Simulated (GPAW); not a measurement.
# Collinear magnetic orders of linear V chain, spacing 2.614 A with GPAW

A self-consistent run ends on one state, which hangs on the start. Several orders of linear V chain, spacing 2.614 A are started in GPAW and their energies compared.

Calculated with GPAW 26.7.0; LDA; plane waves with GPAW's PAW setups, scalar-relativistic.

## (1) The starting structure

The cell holds 1 atom: 1 V. Its edges and angles: a = 12.000 Å, b = 12.000 Å, c = 2.614 Å, α = 90.0°, β = 90.0°, γ = 90.0°. model lattice. Vacuum lies along a and b. The structure's axis is c.

## (2) Start 1: ferro +

The parallel start comes first: it fits the smallest cell, keeps the most symmetry and shows whether parallel moments form.

Contents of order1.py:

```python
import json
import numpy as np
from ase import Atoms
from ase.parallel import paropen, parprint
from gpaw import GPAW

atoms = Atoms(['V'],
    cell=[[12.0, 0.0, 0.0],
         [0.0, 12.0, 0.0],
         [0.0, 0.0, 2.614]],
    scaled_positions=[[0.5, 0.5, 0.0]],
    pbc=True,
    magmoms=[1.5])
atoms.calc = GPAW(mode={'name': 'pw', 'ecut': 550},
    xc='LDA',
    kpts={'size': (1, 1, 10), 'gamma': True},
    occupations={'name': 'fermi-dirac', 'width': 0.05},
    convergence={'density': 1e-05, 'energy': 1e-05},
    maxiter=200,
    symmetry={'tolerance': 1e-4},
    txt='order1.txt')
e = atoms.get_potential_energy(force_consistent=True)
res = {'free_energy': e, 'energy_sigma0': atoms.get_potential_energy(), 'fermi_energy': atoms.calc.get_fermi_level()}
res['moments'] = atoms.get_magnetic_moments().tolist()
res['total'] = atoms.get_magnetic_moment()
parprint('site moments (muB):', np.round(res['moments'], 3))
parprint(f"total moment: {res['total']:.3f} muB")
parprint(f'free energy: {e:.6f} eV')
atoms.calc.write('order1.gpw')
with paropen('results.json', 'w') as f:
    json.dump(res, f)
```

Started as:

```
> OMP_NUM_THREADS=1 python3 order1.py > order1.log
```

Output:

```text
site moments (muB): [2.95]
total moment: 4.000 muB
free energy: -4.724093 eV

--- order1.txt ---
Input parameters:
  mode=PW(ecut=550),
  convergence={'density': 1e-05, 'energy': 1e-05},
  kpts=MonkhorstPack(size=(1, 1, 10), gamma=True),
  maxiter=200,
  occupations=Occupations(name='fermi-dirac', width=0.05),
  symmetry=Symmetry(tolerance=0.0001),
  xc=XC(name='LDA')

Diagonalizing LCAO Hamiltonian
Converting LCAO to pw mode
        .----------------------------.
       /|                            |
      / |                            |
     /  .----------------------------.
    /  /                            /
   /  /                            /
  /  /                            /
 *  /              V             /
 | /                            /
 |/                            /
 *----------------------------*

Atoms  # Å, Bohr magnetons
|   | symbol |        x |        y |        z |    initial magnetic moments |
|---|--------|----------|----------|----------|-----------------------------|
| 0 |      V | 6.000000 | 6.000000 | 0.000000 | ( 0.0000,  0.0000,  1.5000) |

Unit cell  # Å
| periodic |         x |         y |        z |   lengths |    angles |
|----------|-----------|-----------|----------|-----------|-----------|
|      yes | 12.000000 |  0.000000 | 0.000000 | 12.000000 | 90.000000 |
|      yes |  0.000000 | 12.000000 | 0.000000 | 12.000000 | 90.000000 |
|      yes |  0.000000 |  0.000000 | 2.614000 |  2.614000 | 90.000000 |

Number of symmetries: 16

BZ-sampling:
  Number of BZ points: 10
  Number of IBZ points: 6

  Monkhorst-Pack size: [1, 1, 10]
  Monkhorst-Pack shift: [0.0, 0.0, 0.05]

K-points  # in reciprocal-cell coordinates
|   |                                coordinates |     weight |
|---|--------------------------------------------|------------|
| 0 | (  0.00000000,   0.00000000,   0.00000000) | 0.10000000 |
| 1 | (  0.00000000,   0.00000000,   0.10000000) | 0.20000000 |
| 2 | (  0.00000000,   0.00000000,   0.20000000) | 0.20000000 |
| 3 | (  0.00000000,   0.00000000,   0.30000000) | 0.20000000 |
| 4 | (  0.00000000,   0.00000000,   0.40000000) | 0.20000000 |
| 5 | (  0.00000000,   0.00000000,   0.50000000) | 0.10000000 |

Plane wave coefficients: 11074
Cutoff: 550.0 eV

Spin-components: 2 (collinear spins)
Bands:           13
Projectors:      6
Spin-degeneracy: 1
Datatype:        complex128

Parallelization:
  kpt:    1
  domain: 1
  band:   1

Density:
  Valence electrons: 13.0
  Components: 2
  Grid points: [70 70 15]
  Charge: 0.0  # |e|

Potential:
  Grid points: [70 70 15]

species:
  V:
    name:    Vanadium
    Z:       23.0
    valence: 13
    core:    10
    charge:  0.0  # [|e|]
    compensation charges:
      type: gauss
      rc: 0.37  # [Å]
      lmax: 2
    cutoffs:
      filter: 2.14  # [Å]
      core: 0.96  # [Å]
    projectors
    | kind |    occ | energy [eV] | rcut [Å] |
    |------|--------|-------------|----------|
    |   3s |  2.000 |     -69.819 |    1.254 |
    |   4s |  2.000 |      -4.846 |    1.254 |
    |   3p |  6.000 |     -43.961 |    1.281 |
    |   4p |  0.000 |      -1.526 |    1.281 |
    |   3d |  3.000 |      -5.381 |    1.169 |
    |    d |        |      21.830 |    1.169 |

    Using partial waves for V as LCAO basis

Reference energy: -25767.601835  # eV

eigensolver:
  PPCG
  Converge bands: occupied
  niter=2

density mixing:
  MSR1-Mixer
  Pratt-step length: 0.05
  Maximum mixing coefficient: 0.75
  Old densities: 10
  SVD Regularization: 0.005
  Good broyden scale: 1.0
  Trust region scale: 1.0
  Backstep threshold: 4.0
  History deletion threshold: 6.0
  Fourier metric: weight=20.0, sigma=0.015

occupation numbers:
  Fermi-Dirac:
    width: 0.0500  # eV

poisson solver:
  ecut: 4400.0  # eV

xc functional:
  name: None

convergence criteria:
- Maximum integral of absolute [dens]ity change: 1e-05 electrons / valence electron
- Maximum [total energy] change in last 3 cyles: 1e-05 eV / valence electron
- Maximum integral of absolute [eigenst]ate change: 4e-08 eV^2 / valence electron
maximum number of iterations: 200

SCF iterations
|iter     |      energy | eigst |  dens |  magmom |
|---------|-------------|-------|-------|---------|
|iter:   1|       0s |   -4.805403 | +0.32 |       |  +1.5048|
|iter:   2|       1s |   -4.625007 | -0.75 | -0.70 |  +1.5597|
|iter:   3|       1s |   -4.296555 | -0.84 | -0.76 |  +2.0070|
|iter:   4|       2s |   -4.466480 | -2.07 | -0.96 |  +2.5664|
|iter:   5|       3s |   -5.637792 | -0.37 | -0.92 |  +8.2694|
|iter:   6|       4s |   -4.680302 | -0.32 | -0.36 |  +3.4800|
|iter:   7|       4s |   -4.713517 | -1.79 | -1.25 |  +3.8625|
|iter:   8|       5s |   -4.709028 | -2.95 | -1.60 |  +3.8100|
|iter:   9|       6s |   -4.710994 | -3.14 | -1.62 |  +3.9362|
|iter:  10|       7s |   -4.711059 | -3.69 | -2.13 |  +4.0061|
|iter:  11|       8s |   -4.711096c| -4.73 | -2.97 |  +4.0078|
|iter:  12|       8s |   -4.711164c| -5.32 | -3.09 |  +3.9995|
|iter:  13|       9s |   -4.711145c| -6.19 | -3.57 |  +3.9999|
|iter:  14|      10s |   -4.711141c| -6.82 | -4.15 |  +4.0000|
|iter:  15|      11s |   -4.711142c| -7.43c| -4.83 |  +4.0000|
|iter:  16|      11s |   -4.711142c| -7.77c| -5.49c|  +4.0000|

Converged in 16 steps
Energy contributions relative to reference atoms: (reference = -25767.601835)

Energy contributions:
  Kinetic:          -1.115480
  Coulomb:           3.983525
  Zero:              0.051873
  External:          0.000000
  Xc:               -7.618110
  Entropy:          -0.025902
  Spinorbit:         0.000000
  ----------------------------
  Free energy:      -4.724093
  Extrapolated:     -4.711142

dipole moment: (0.000000, 0.000000, -6.163836)  # |e|*Ang

Total magnetic moment: (0.000000, 0.000000, 3.999996)

Local magnetic moments
|        x |        y |        z |
|----------|----------|----------|
| 0.000000 | 0.000000 | 2.950127 |  # V    0

Fermi level: -3.282
Eigenvalues  # (at kpt = [0.000, 0.000, 0.000])
| band index |      eig [eV] | occ [0-1] |      eig [eV] | occ [0-1] |
|------------|---------------|-----------|---------------|-----------|
|          0 |       -67.593 |     1.000 |       -64.756 |     1.000 |
|          1 |       -41.753 |     1.000 |       -39.020 |     1.000 |
|          2 |       -41.753 |     1.000 |       -38.868 |     1.000 |
|          3 |       -41.670 |     1.000 |       -38.868 |     1.000 |
|          4 |        -6.862 |     1.000 |        -5.046 |     1.000 |
|          5 |        -4.727 |     1.000 |        -2.669 |     0.000 |
|          6 |        -3.932 |     1.000 |        -1.474 |     0.000 |
|          7 |        -3.931 |     1.000 |        -1.471 |     0.000 |
|          8 |        -2.388 |     0.000 |        -1.380 |     0.000 |
|          9 |        -2.388 |     0.000 |        -1.380 |     0.000 |
|         10 |        -2.355 |     0.000 |         0.272 |     0.000 |
|         11 |        -2.355 |     0.000 |         0.317 |     0.000 |
|         12 |         0.153 |     0.000 |         1.824 |     0.000 |

No gap
No difference between direct/indirect transitions
```

Elapsed: 14 s, on 1 MPI rank of AMD EPYC 9R45, shared host; peak memory 0.33 GiB.

Read from the output:

```
magnetization  : 4.000 μB
final state    : ferromagnetic
largest moment : 2.950 μB
```

After 16 cycles the largest moment stands at 2.95 μB.

## (3) Start 2: antiferro q=(0,0,1/2) +-

An opposed order shows whether the pairs that it reverses prefer unlike signs.

This order needs a doubled cell of 2 atoms. Its mesh is chosen so that both cells sample the same points.

order2.py is the script of step 2 with these lines changed:

```diff
@@ -6,12 +6,13 @@
 
-atoms = Atoms(['V'],
+atoms = Atoms(['V', 'V'],
     cell=[[12.0, 0.0, 0.0],
          [0.0, 12.0, 0.0],
-         [0.0, 0.0, 2.614]],
-    scaled_positions=[[0.5, 0.5, 0.0]],
+         [0.0, 0.0, 5.228]],
+    scaled_positions=[[0.5, 0.5, 0.0],
+         [0.5, 0.5, 0.5]],
     pbc=True,
-    magmoms=[1.5])
+    magmoms=[1.5, -1.5])
 atoms.calc = GPAW(mode={'name': 'pw', 'ecut': 550},
     xc='LDA',
-    kpts={'size': (1, 1, 10), 'gamma': True},
+    kpts={'size': (1, 1, 5), 'gamma': True},
     occupations={'name': 'fermi-dirac', 'width': 0.05},
@@ -20,3 +21,3 @@
     symmetry={'tolerance': 1e-4},
-    txt='order1.txt')
+    txt='order2.txt')
 e = atoms.get_potential_energy(force_consistent=True)
@@ -28,3 +29,3 @@
 parprint(f'free energy: {e:.6f} eV')
-atoms.calc.write('order1.gpw')
+atoms.calc.write('order2.gpw')
 with paropen('results.json', 'w') as f:
```

Started as:

```
> OMP_NUM_THREADS=1 python3 order2.py > order2.log
```

Output:

```text
site moments (muB): [ 2.575 -2.575]
total moment: -0.000 muB
free energy: -9.063834 eV

--- order2.txt ---
Input parameters:
  mode=PW(ecut=550),
  convergence={'density': 1e-05, 'energy': 1e-05},
  kpts=MonkhorstPack(size=(1, 1, 5), gamma=True),
  maxiter=200,
  occupations=Occupations(name='fermi-dirac', width=0.05),
  symmetry=Symmetry(tolerance=0.0001),
  xc=XC(name='LDA')

Diagonalizing LCAO Hamiltonian
Converting LCAO to pw mode
        .----------------------------.
       /|                            |
      / |                            |
     /  |                            |
    /   |                            |
   /    |                            |
  /     .----------------------------.
 *     /           V                /
 |    /                            /
 |   /                            /
 |  /              V             /
 | /                            /
 |/                            /
 *----------------------------*

Atoms  # Å, Bohr magnetons
|   | symbol |        x |        y |        z |    initial magnetic moments |
|---|--------|----------|----------|----------|-----------------------------|
| 0 |      V | 6.000000 | 6.000000 | 0.000000 | ( 0.0000,  0.0000,  1.5000) |
| 1 |      V | 6.000000 | 6.000000 | 2.614000 | ( 0.0000,  0.0000, -1.5000) |

Unit cell  # Å
| periodic |         x |         y |        z |   lengths |    angles |
|----------|-----------|-----------|----------|-----------|-----------|
|      yes | 12.000000 |  0.000000 | 0.000000 | 12.000000 | 90.000000 |
|      yes |  0.000000 | 12.000000 | 0.000000 | 12.000000 | 90.000000 |
|      yes |  0.000000 |  0.000000 | 5.228000 |  5.228000 | 90.000000 |

Number of symmetries: 16

BZ-sampling:
  Number of BZ points: 5
  Number of IBZ points: 3

  Monkhorst-Pack size: [1, 1, 5]
  Monkhorst-Pack shift: [0, 0, 0]

Plane wave coefficients: 22100
Cutoff: 550.0 eV

Spin-components: 2 (collinear spins)
Bands:           20
Projectors:      12
Spin-degeneracy: 1
Datatype:        complex128

Parallelization:
  kpt:    1
  domain: 1
  band:   1

Density:
  Valence electrons: 26.0
  Components: 2
  Grid points: [70 70 30]
  Charge: 0.0  # |e|

Potential:
  Grid points: [70 70 30]

[... setups left out ...]
Reference energy: -51535.203669  # eV

eigensolver:
  PPCG
  Converge bands: occupied
  niter=2

density mixing:
  MSR1-Mixer
  Pratt-step length: 0.05
  Maximum mixing coefficient: 0.75
  Old densities: 10
  SVD Regularization: 0.005
  Good broyden scale: 1.0
  Trust region scale: 1.0
  Backstep threshold: 4.0
  History deletion threshold: 6.0
  Fourier metric: weight=20.0, sigma=0.015

occupation numbers:
  Fermi-Dirac:
    width: 0.0500  # eV

poisson solver:
  ecut: 4400.0  # eV

xc functional:
  name: None

convergence criteria:
- Maximum integral of absolute [dens]ity change: 1e-05 electrons / valence electron
- Maximum [total energy] change in last 3 cyles: 1e-05 eV / valence electron
- Maximum integral of absolute [eigenst]ate change: 4e-08 eV^2 / valence electron
maximum number of iterations: 200

SCF iterations
|iter     |      energy | eigst |  dens |  magmom |
|---------|-------------|-------|-------|---------|
|iter:   1|       0s |   -9.838024 | +0.32 |       |  +0.0000|
|iter:   2|       1s |   -9.498464 | -0.96 | -0.69 |  +0.0000|
|iter:   3|       3s |   -8.774320 | -0.56 | -0.75 |  +0.0000|
|iter:   4|       4s |   -8.873428 | -1.18 | -1.00 |  -0.0000|
|iter:   5|       5s |   -8.966721 | -1.92 | -1.34 |  +0.0000|
|iter:   6|       7s |   -8.978663 | -2.02 | -1.49 |  -0.0000|
|iter:   7|       8s |   -8.979387 | -2.84 | -2.25 |  +0.0000|
|iter:   8|      10s |   -8.982112 | -3.31 | -2.63 |  -0.0026|
|iter:   9|      11s |   -8.979875 | -3.83 | -1.70 |  +0.0000|
|iter:  10|      13s |   -8.979878 | -4.37 | -3.14 |  -0.0004|
|iter:  11|      14s |   -8.979880c| -5.10 | -2.84 |  -0.0007|
|iter:  12|      16s |   -8.979982c| -5.24 | -3.31 |  -0.0000|
|iter:  13|      17s |   -8.979907c| -5.82 | -2.41 |  -0.0004|
|iter:  14|      18s |   -8.979882c| -6.12 | -2.78 |  -0.0006|
|iter:  15|      20s |   -8.979896c| -6.65 | -3.53 |  -0.0006|
|iter:  16|      21s |   -8.979902c| -6.84 | -3.63 |  -0.0006|
|iter:  17|      23s |   -8.979918c| -6.71 | -3.77 |  -0.0004|
|iter:  18|      24s |   -8.979941c| -6.56 | -3.74 |  -0.0001|
|iter:  19|      26s |   -8.979926c| -6.98 | -3.61 |  -0.0002|
|iter:  20|      27s |   -8.979943c| -7.14 | -3.71 |  -0.0000|
|iter:  21|      29s |   -8.979982c| -6.85 | -3.63 |  +0.0001|
|iter:  22|      30s |   -8.980034c| -6.65 | -3.48 |  +0.0001|
|iter:  23|      32s |   -8.980042c| -7.48c| -3.39 |  +0.0000|
|iter:  24|      33s |   -8.979988c| -7.27 | -3.38 |  -0.0000|
|iter:  25|      34s |   -8.979930c| -6.52 | -3.48 |  -0.0001|
|iter:  26|      36s |   -8.979906c| -6.43 | -3.71 |  -0.0001|
|iter:  27|      37s |   -8.979905c| -7.07 | -4.12 |  -0.0000|
|iter:  28|      39s |   -8.979905c| -7.36 | -4.41 |  -0.0000|
|iter:  29|      40s |   -8.979905c| -7.77c| -5.08c|  -0.0000|

Converged in 29 steps
Energy contributions relative to reference atoms: (reference = -51535.203669)

Energy contributions:
  Kinetic:          -9.481901
  Coulomb:          14.623850
  Zero:              0.125489
  External:          0.000000
  Xc:              -14.163415
  Entropy:          -0.167857
  Spinorbit:         0.000000
  ----------------------------
  Free energy:      -9.063834
  Extrapolated:     -8.979905

dipole moment: (0.000000, 0.000000, -12.292836)  # |e|*Ang

Total magnetic moment: (0.000000, 0.000000, -0.000012)

Local magnetic moments
|        x |        y |         z |
|----------|----------|-----------|
| 0.000000 | 0.000000 |  2.574768 |  # V    0
| 0.000000 | 0.000000 | -2.574774 |  # V    1

Fermi level: -3.404
Eigenvalues  # (at kpt = [0.000, 0.000, 0.000])
| band index |      eig [eV] | occ [0-1] |      eig [eV] | occ [0-1] |
|------------|---------------|-----------|---------------|-----------|
|          0 |       -67.104 |     1.000 |       -67.104 |     1.000 |
|        ... |               |           |               |           |
|          6 |       -39.000 |     1.000 |       -39.000 |     1.000 |
|          7 |       -38.642 |     1.000 |       -38.642 |     1.000 |
|          8 |        -5.760 |     1.000 |        -5.760 |     1.000 |
|          9 |        -3.876 |     1.000 |        -3.876 |     1.000 |
|         10 |        -3.876 |     1.000 |        -3.876 |     1.000 |
|         11 |        -3.734 |     0.999 |        -3.734 |     0.999 |
|         12 |        -3.459 |     0.749 |        -3.459 |     0.749 |
|         13 |        -3.458 |     0.746 |        -3.458 |     0.746 |
|         14 |        -1.884 |     0.000 |        -1.884 |     0.000 |
|         15 |        -1.206 |     0.000 |        -1.206 |     0.000 |
|         16 |        -1.202 |     0.000 |        -1.202 |     0.000 |
|         17 |        -1.166 |     0.000 |        -1.166 |     0.000 |
|         18 |        -0.325 |     0.000 |        -0.325 |     0.000 |
|         19 |        -0.325 |     0.000 |        -0.325 |     0.000 |

No gap
No difference between direct/indirect transitions
```

Elapsed: 44 s, on 1 MPI rank; peak memory 0.55 GiB.

This step gave:

| Property | Result |
| --- | --- |
| magnetization | 0 μB |
| final state | antiferromagnetic |
| largest moment | 2.575 μB |

It lies 192 meV a seeded atom over the first start, and its largest moment is 2.57 μB against 2.95 μB.

## (4) Start 3: no spin polarisation

This run holds no moments, which gives a state to set the others against.

Contents of nospin.py:

```python
import json
import numpy as np
from ase import Atoms
from ase.parallel import paropen, parprint
from gpaw import GPAW

atoms = Atoms(['V'],
    cell=[[12.0, 0.0, 0.0],
         [0.0, 12.0, 0.0],
         [0.0, 0.0, 2.614]],
    scaled_positions=[[0.5, 0.5, 0.0]],
    pbc=True)
atoms.calc = GPAW(mode={'name': 'pw', 'ecut': 550},
    xc='LDA',
    kpts={'size': (1, 1, 10), 'gamma': True},
    occupations={'name': 'fermi-dirac', 'width': 0.05},
    convergence={'density': 1e-05, 'energy': 1e-05},
    maxiter=200,
    symmetry={'tolerance': 1e-4},
    txt='nospin.txt')
e = atoms.get_potential_energy(force_consistent=True)
res = {'free_energy': e, 'energy_sigma0': atoms.get_potential_energy(), 'fermi_energy': atoms.calc.get_fermi_level()}
parprint(f'free energy: {e:.6f} eV')
atoms.calc.write('nospin.gpw')
with paropen('results.json', 'w') as f:
    json.dump(res, f)
```

Started as:

```
> OMP_NUM_THREADS=1 python3 nospin.py > nospin.log
```

Output:

```text
free energy: -3.844732 eV

--- nospin.txt ---
Input parameters:
  mode=PW(ecut=550),
  convergence={'density': 1e-05, 'energy': 1e-05},
  kpts=MonkhorstPack(size=(1, 1, 10), gamma=True),
  maxiter=200,
  occupations=Occupations(name='fermi-dirac', width=0.05),
  symmetry=Symmetry(tolerance=0.0001),
  xc=XC(name='LDA')

Diagonalizing LCAO Hamiltonian
Converting LCAO to pw mode
        .----------------------------.
[...]
|------------|---------------|-----------|
|          0 |       -67.167 |     2.000 |
|          1 |       -41.537 |     2.000 |
|          2 |       -41.537 |     2.000 |
|          3 |       -40.740 |     2.000 |
|          4 |        -6.108 |     2.000 |
[...]
|          8 |        -2.041 |     0.000 |
|          9 |        -2.041 |     0.000 |
|         10 |        -1.699 |     0.000 |
|         11 |        -1.699 |     0.000 |

No gap
No difference between direct/indirect transitions


[key lines of the parts left out:]
Free energy:      -3.844732
Converged in 16 steps
dipole moment: (0.000000, 0.000000, -6.226202)  # |e|*Ang
Fermi level: -3.515
```

The job ended after 7.2 s (1 MPI rank; peak memory 0.25 GiB).

This step gave:

| Property | Result |
| --- | --- |
| final state | non-magnetic (no spin polarisation) |

It lies 879 meV a seeded atom over the first start.

## (5) Ranking

These are free energies at a smearing of 0.05 eV, so its entropy term is in the differences. They are divided by the number of seeded atoms, so that cells of unlike size compare. Wavevectors q in the names are fractions of the reciprocal vectors of the first run's cell.

Orders:

```
                   start        final state  typed order kept  energy over the lowest (meV a seeded atom)  largest site moment (μB)  net moment (μB a primitive cell)  mesh matched  CPU time (s)
                 ferro +      ferromagnetic               yes                                           0                      2.95                                 4           yes         13.63
antiferro q=(0,0,1/2) +-  antiferromagnetic               yes                                       192.2                     2.575                                 0           yes         43.44
    no spin polarisation       non-magnetic                 -                                       879.4                         0                                 0           yes          7.13
```

## (6) Summary of results

| Property | Result |
| --- | --- |
| lowest state found | ferromagnetic (typed ferro +) |
| largest site moment | 2.95 μB |
| next state | antiferromagnetic, 192 meV a seeded atom higher |
| energy gained by spin polarisation | 879 meV a seeded atom |

**Reading.** The lowest state found is ferromagnetic, reached from the start ferro +, with moments up to 2.95 μB. The next state costs 192 meV a seeded atom. Only 3 starts are shown; other collinear patterns, canted and longer-period orders are not.

[Logs and program files are shortened in this print: banners, set-up blocks, solver, clock and traceback lines can be left out without a mark of their own.]

[Logs are printed without paths, hosts, clocks, repeated set-up lines and the standing remarks that a program may print on its own settings, such as how far it seeks lower states.]

[Hosts, paths, dates, database ids (printed as entryN), source tags and the programs' standing remarks are cut or masked in the printed files.]

[Where a cell is said to come from a database of computed structures, the database is the Materials Project.]
